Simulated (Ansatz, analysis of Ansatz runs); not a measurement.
# GeSe2O6 (P2_1/c), nudged elastic band: P_O exchanging with V_O (q = 0), part 4 of 4

Wanted: path and barrier of a jump of P in GeSe2O6 (P2_1/c) at charge 0. The case: P_O exchanging with V_O, in a cell of 36 host atoms with 1 site emptied and P put on another atom's site.

Ansatz 0.2.0; plane-wave PAW DFT, PBEsol; nudged elastic band between two relaxed defect structures.

So far, barrier forward (eV): step 4 (nudged elastic band, charge 0) 1.16.

**5. Single point at the start point, r2SCAN**

Three single points with a meta-GGA, at its higher cutoff of 500 eV, show what it does to the barrier on the path found. The start is shown; top and end are run alike.

This step: plane-wave PAW DFT, r2SCAN; single point of a defect supercell on a structure of the PBEsol path.

q0_M1.start.r2scan/input.yaml

```yaml
crystal:
  lattice:
    - [5.07717925, 6.78733022, -0.00408761]
    - [-5.07717925, 6.78733022, 0.00408761]
    - [-4.9500808, 0.0, 7.32442304]
  atoms:
    - { symbol: Ge, position: [0.00083039, -0.0044399, 0.0054795] }
    - { symbol: Ge, position: [0.50217453, 0.50105754, -0.0003172] }
[... 1 atom line left out ...]
    - { symbol: Ge, position: [0.75404812, 0.76918007, 0.49357909] }
[... 2 atom lines left out ...]
    - { symbol: Se, position: [-0.00100037, 0.34783809, 0.68652734] }
[... 2 atom lines left out ...]
    - { symbol: Se, position: [0.57916949, 0.23760385, 0.81736774] }
[... 3 atom lines left out ...]
    - { symbol: O, position: [0.93118779, 0.22867412, 0.01150169] }
    - { symbol: O, position: [0.01702913, 0.36290845, 0.48365751] }
[... 6 atom lines left out ...]
    - { symbol: O, position: [0.63711038, 0.75489811, 0.28241263] }
[... 1 atom line left out ...]
    - { symbol: P, position: [0.87909449, 0.15299149, 0.68868976] }
[... 1 atom line left out ...]
    - { symbol: O, position: [0.88469957, 0.70789396, 0.73888] }
[... 1 atom line left out ...]
    - { symbol: O, position: [0.54769038, 0.36930027, 0.2440394] }
    - { symbol: O, position: [0.26377085, 0.96135615, 0.09522632] }
[... 3 atom lines left out ...]
    - { symbol: O, position: [0.7451493, 0.00988516, 0.9472415] }
[... 1 atom line left out ...]
    - { symbol: O, position: [0.70468965, 0.01540773, 0.39039821] }
basis:
  ecutwfc: 500
  xc_grid: 2
hamiltonian:
  xc: r2scan
kpoints:
  mp_grid: { grid: [1, 1, 1] }
magnetization:
  spin_polarized: true
  initial_magnetization: 1
  spin_locking: { lock_magnetization: hard }
scf:
  occupations: { method: fixed }
  max_iter: 60
output:
  forces: true
  eigenvalues: true
checkpoint:
  write: "../q0_M1.start.r2scan.run"
  compress: false
  write_wavefunctions: false
  write_every: 100000
```

On the command line:

```
ansatz run input.yaml --threads 4 --pin off --max-ram 7536MiB --backend cpu --events-out ev --progress --plain --runs-dir out
```

Numbers of over 12 decimals in the logs are rounded to 6 here.

Output:

```text
[...]
Warning: This run holds its total moment fixed (magnetization.spin_locking.lock_magnetization: hard) and mixes its density by anderson or broyden (scf.mixing.algorithm, typed or taken by auto). [...]
[...]
Crystal: 35 atoms, lattice volume = 504.532 Å³
Basis set: ecut = 500 eV, 12823 PW (Γ), exchange–correlation on 128×128×144 points (8 copies of the dense FFT grid, shifted against one another)
Bands: 196, of which v1, the nominal top of the filled ones, is band 161 counted from 1 (160 counted from 0)
Symmetry: 1 space group operations
[...]
k-points: 1
[...]
Starting moments: Σ|m| = 1 μB on 35 of 35 sites
[...]
E sigma→0 (E₀):  -74281.283689 eV
Fermi energy:    6.371102 (↑ 6.371102, ↓ 5.550073) eV
[...]
--- Forces (eV/Å), atoms counted from 1 ---
  atom   1  Ge    -0.03870451    -0.03320021     0.13943676
  atom   2  Ge    -0.00105358    -0.00944214    -0.00052349
  [... 1 atom left out ...]
  atom   4  Ge    -0.02530516     0.12872798    -0.04201337
  [... 2 atoms left out ...]
  atom   7  Se     0.04450858    -0.08672941    -0.11354772
  [... 2 atoms left out ...]
  atom  10  Se    -0.14383305    -0.53685081     0.38686457
  [... 3 atoms left out ...]
  atom  14  O     -0.08589651    -0.08112840     0.33602670
  atom  15  O      0.17105772     0.07651563     0.17988304
  [... 6 atoms left out ...]
  atom  22  O     -0.20372524    -0.15659386     0.09461727
  [... 1 atom left out ...]
  atom  24  P      0.02937708     0.15948784     0.04323104
  [... 4 atoms left out ...]
  atom  29  O      0.20341103    -0.23001345     0.11118760
  [... 3 atoms left out ...]
  atom  33  O     -0.23771564     0.23649230    -0.17551804
  [... 2 atoms left out ...]
  max |Σ_I F_I| component: 8.85e-4 eV/Å
--- Band table (eV) ---
[...]
[key lines of the parts left out:]
SCF converged after 16 iterations
Magnetization: 1.0000 μB (161.0000 up, 160.0000 down)
Free energy (F): -74281.283689 eV
```

It took 31 s on 4 threads of Arm Neoverse N1, shared host; peak memory 1.3 GiB.

This step gave:

```
free energy                           : -74281.2837 eV
total moment                          : 1 μB
integral of the absolute spin density : 1.204 μB
spin contamination                    : 0.009604
```

**6. Barrier from single points, r2SCAN**

Analysis of the runs above: barrier from r2SCAN single points on the PBEsol path.

It gives:

| Property | Result |
| --- | --- |
| barrier forward | 1.316 eV |
| barrier backward | 0.9245 eV |
| end less start | 0.3913 eV |

This gives 1.316 eV against the band's 1.163 eV.

**7. Band with another choice: wide smearing**

A wide smearing tests how much the barrier leans on the occupations.

This step: plane-wave PAW DFT, PBEsol; nudged elastic band between two relaxed defect structures.

q0_M1.try0/input.yaml

```yaml
crystal:
  lattice:
    - [5.07717925, 6.78733022, -0.00408761]
    - [-5.07717925, 6.78733022, 0.00408761]
    - [-4.9500808, 0.0, 7.32442304]
  atoms:
    - { symbol: Ge, position: [0.00083039, -0.0044399, 0.0054795] }
    - { symbol: Ge, position: [0.50217453, 0.50105754, -0.0003172] }
    - { symbol: Ge, position: [0.25077461, 0.25783782, 0.49822381] }
    - { symbol: Ge, position: [0.75404812, 0.76918007, 0.49357909] }
    - { symbol: Se, position: [0.4269888, 0.7342954, 0.20566736] }
    - { symbol: Se, position: [0.930827, 0.24996774, 0.20087787] }
    - { symbol: Se, position: [-0.00100037, 0.34783809, 0.68652734] }
    - { symbol: Se, position: [0.50352267, 0.82496551, 0.69556633] }
    - { symbol: Se, position: [0.08314248, 0.74683479, 0.81507839] }
    - { symbol: Se, position: [0.57916949, 0.23760385, 0.81736774] }
    - { symbol: Se, position: [0.48043881, 0.19277574, 0.28779933] }
    - { symbol: Se, position: [1.00609573, 0.67441069, 0.30813599] }
    - { symbol: O, position: [0.42934971, 0.72672766, 0.0109411] }
    - { symbol: O, position: [0.93118779, 0.22867412, 0.01150169] }
    - { symbol: O, position: [0.01702913, 0.36290845, 0.48365751] }
    - { symbol: O, position: [0.53671156, 0.79641905, 0.51781743] }
    - { symbol: O, position: [0.07838049, 0.75014291, 1.00798628] }
    - { symbol: O, position: [0.56857919, 0.27009684, 0.9998054] }
    - { symbol: O, position: [0.47834575, 0.1765163, 0.48816304] }
    - { symbol: O, position: [0.98322894, 0.69529662, 0.49207503] }
    - { symbol: O, position: [0.11304376, 0.31155151, 0.25147425] }
    - { symbol: O, position: [0.63711038, 0.75489811, 0.28241263] }
    - { symbol: O, position: [0.44436628, 0.64262442, 0.75453162] }
    - { symbol: P, position: [0.87909449, 0.15299149, 0.68868976] }
    - { symbol: O, position: [0.387551, 0.19334872, 0.7461266] }
    - { symbol: O, position: [0.88469957, 0.70789396, 0.73888] }
    - { symbol: O, position: [0.06291464, 0.86099993, 0.24909634] }
    - { symbol: O, position: [0.54769038, 0.36930027, 0.2440394] }
    - { symbol: O, position: [0.26377085, 0.96135615, 0.09522632] }
    - { symbol: O, position: [0.75018666, 0.47324882, 0.08425223] }
    - { symbol: O, position: [0.27914459, 1.00458244, 0.57488667] }
    - { symbol: O, position: [0.25325924, 0.52061874, 0.917981] }
    - { symbol: O, position: [0.7451493, 0.00988516, 0.9472415] }
    - { symbol: O, position: [0.23451046, 0.50458614, 0.41910821] }
    - { symbol: O, position: [0.70468965, 0.01540773, 0.39039821] }
basis:
  ecutwfc: 420
  xc_grid: 2
hamiltonian:
  xc: pbesol
kpoints:
  mp_grid: { grid: [1, 1, 1] }
magnetization:
  spin_polarized: true
  initial_magnetization: 1
  spin_locking: { lock_magnetization: hard }
scf:
  occupations: { method: gaussian, width: 0.2 }
  max_iter: 60
output:
  forces: true
neb:
  images: 3
  f_tol: 0.03
  climbing: true
  initial_path: idpp
  max_iterations: 30
  order_check: false
  final_atoms:
    - { symbol: Ge, position: [0.00212769, -0.01207084, 0.0278014] }
    - { symbol: Ge, position: [0.50230047, 0.50120554, -0.00255075] }
[... 1 atom line left out ...]
    - { symbol: Ge, position: [0.75276955, 0.75037908, 0.49909502] }
[... 2 atom lines left out ...]
    - { symbol: Se, position: [0.00481247, 0.25291356, 0.68383067] }
[... 2 atom lines left out ...]
    - { symbol: Se, position: [0.56271838, 0.26614986, 0.79415797] }
[... 3 atom lines left out ...]
    - { symbol: O, position: [0.92991512, 0.2215661, 0.01388652] }
    - { symbol: O, position: [0.01846893, 0.33243296, 0.47034488] }
[... 6 atom lines left out ...]
    - { symbol: O, position: [0.60205881, 0.82671633, 0.23871886] }
[... 1 atom line left out ...]
    - { symbol: P, position: [0.7449237, 0.46105298, 0.61358526] }
[... 1 atom line left out ...]
    - { symbol: O, position: [0.88729506, 0.70309701, 0.74836947] }
[... 1 atom line left out ...]
    - { symbol: O, position: [0.55953928, 0.36087709, 0.24255156] }
    - { symbol: O, position: [0.24111058, 0.97414256, 0.07825585] }
[... 3 atom lines left out ...]
    - { symbol: O, position: [0.75197177, 0.04765535, 0.88727246] }
[... 1 atom line left out ...]
    - { symbol: O, position: [0.72717809, -0.00117966, 0.41511622] }
```

Output:

```text
[...]
parallel-image band execution: 3 concurrent image workers
NEB image 0
Crystal: 35 atoms, lattice volume = 504.532 Å³
Basis set: ecut = 420 eV, 9837 PW (Γ), exchange–correlation on 120×120×120 points (8 copies of the dense FFT grid, shifted against one another)
Bands: 196, of which v1, the nominal top of the filled ones, is band 161 counted from 1 (160 counted from 0)
Symmetry: 1 space group operations
k-points: 1
[...]
Starting moments: Σ|m| = 1 μB on 35 of 35 sites
[...]
SCF iter   1: F=—  HF=-73476.545894 eV  |F-HF|=—  |Δ(HF+E_count)|=         —  Δρ=4.42e-2 (↑4.30e-2 ↓4.42e-2)  dr2=4.10e1  dr2_m=9.11e-2  M=1.000 μB ∫|m|=1.060 μB  β_m=0.30  ethr=3.10e-3  ⟨swp⟩=5.0  Hψ=1494  notcnv=0  defer=4
[...]
SCF iter  13: F=-73464.141820 eV  HF=-73464.141820 eV  |F-HF|=1.68e-8  |Δ(HF+E_count)|=   1.16e-7  Δρ=1.55e-6 (↑1.55e-6 ↓1.55e-6)  dr2=4.69e-8  dr2_m=4.12e-11  M=1.000 μB ∫|m|=1.099 μB  ethr=3.12e-11  ⟨swp⟩=4.0  Hψ=1106  notcnv=0
SCF 1 converged in 13 iterations: F = -73464.141820 eV  dr2 = 4.69e-8
[...]
NEB image 4
[...]
SCF 2 converged in 13 iterations: F = -73463.765251 eV  dr2 = 6.12e-8
[...]
NEB end point (image 0): max|allowed force component| = 1.292e-2 eV/Å (the criterion of neb.relax_end_points is 1.000e-2)
NEB end point (image 4): max|allowed force component| = 1.273e-2 eV/Å (the criterion of neb.relax_end_points is 1.000e-2)
NEB image 1
[...]
3    3.3396      0.734596                          2.229e-2    +1.0000      1.0945
      4    4.2776      0.376569                                 —    +1.0000      1.0991
  climbing-image geometry (image 2):
  cell:  # Å, volume = 504.5318 Å³
    - [5.07717925, 6.78733022, -0.00408761]
    - [-5.07717925, 6.78733022, 0.00408761]
    - [-4.9500808, 0.0, 7.32442304]
  atoms:
    - { symbol: Ge, position: [-0.023653, 0.021769, -0.002992] }
    - { symbol: Ge, position: [0.498707, 0.511675, 0.002692] }
    - { symbol: Ge, position: [0.263548, 0.260055, 0.480563] }
    - { symbol: Ge, position: [0.753122, 0.771045, 0.487509] }
    - { symbol: Se, position: [0.415381, 0.752217, 0.198779] }
    - { symbol: Se, position: [0.933555, 0.258775, 0.219359] }
    - { symbol: Se, position: [0.081373, 0.164914, 0.709358] }
    - { symbol: Se, position: [0.518813, 0.817626, 0.698504] }
    - { symbol: Se, position: [0.066535, 0.764727, 0.797333] }
    - { symbol: Se, position: [0.568158, 0.256496, 0.820553] }
    - { symbol: Se, position: [0.493915, 0.190626, 0.282650] }
    - { symbol: Se, position: [0.998547, 0.676316, 0.297749] }
    - { symbol: O, position: [0.418220, 0.742160, 0.005502] }
    - { symbol: O, position: [0.906469, 0.235838, 0.024524] }
    - { symbol: O, position: [0.038246, 0.314022, 0.480539] }
    - { symbol: O, position: [0.541989, 0.789083, 0.516674] }
    - { symbol: O, position: [0.048543, 0.793405, 0.977577] }
    - { symbol: O, position: [0.542962, 0.278218, 1.004460] }
    - { symbol: O, position: [0.491690, 0.173074, 0.484184] }
    - { symbol: O, position: [0.979188, 0.666068, 0.493614] }
[...]
- { symbol: P, position: [0.816789, 0.304209, 0.680725] }
[...]
- { symbol: O, position: [0.243618, 0.543958, 0.915118] }
    - { symbol: O, position: [0.735333, 0.026524, 0.942658] }
    - { symbol: O, position: [0.227869, 0.510312, 0.404042] }
    - { symbol: O, position: [0.721755, 0.013303, 0.395971] }
[key lines of the parts left out:]
SCF converged after 7 iterations
Magnetization: 1.0000 μB (161.0000 up, 160.0000 down)
Free energy (F): -73462.980185 eV
Fermi energy:    7.621946 (↑ 7.695876, ↓ 6.840170) eV
```

It took 9.2 min on 4 threads; peak memory 2.2 GiB; 28 min of CPU time.

The run converged with other settings, drawn as a test and not checked for convergence; the results below rest on the first set.

What was changed: wide smearing.

Its highest image lies 1.16 eV above the start; the sound band gave 1.16 eV.

Here the change did no harm: 1.162 eV against the band's 1.163 eV.

**8. Results**

| Item | Value |
| --- | --- |
| barrier forward | 1.16 eV |
| barrier backward | 0.79 eV |
| end less start | 0.38 eV |
| hop length | 2.28 Å |
| band iterations, as the log counts them | 12 |
| barrier from single points, r2SCAN | 1.32 eV |

In words: The top of the band lies 1.16 eV above the start and 0.79 eV above the end. The ends differ by 0.38 eV, so they aren't like places or like states; the smaller barrier is only the way out of the higher one. With an assumed prefactor of 1e13 per second it gives one hop a second along this one path at about 450 K; whether such hops link up through the crystal wasn't checked. Across functionals on this path (PBEsol 1.163 and r2SCAN 1.316 eV) the forward values spread by 0.153 eV. The order of the top as a saddle was not checked for all atoms, so a bent path could be lower. Keep in mind: sampling at the zone centre alone can move energies of charged and open-shell states by tenths of an eV or more in cells of this size; periodic copies of the defect are only 8.5 Å apart; PBEsol makes the gap too small and tends to spread out bound carriers.

[Logs are printed without paths, hosts, clocks, repeated set-up lines and the standing remarks that a program may print on its own settings, such as how far it seeks lower states.]

[Hosts, paths, dates, database ids (printed as entryN), source tags and the programs' standing remarks are cut or masked in the printed files.]
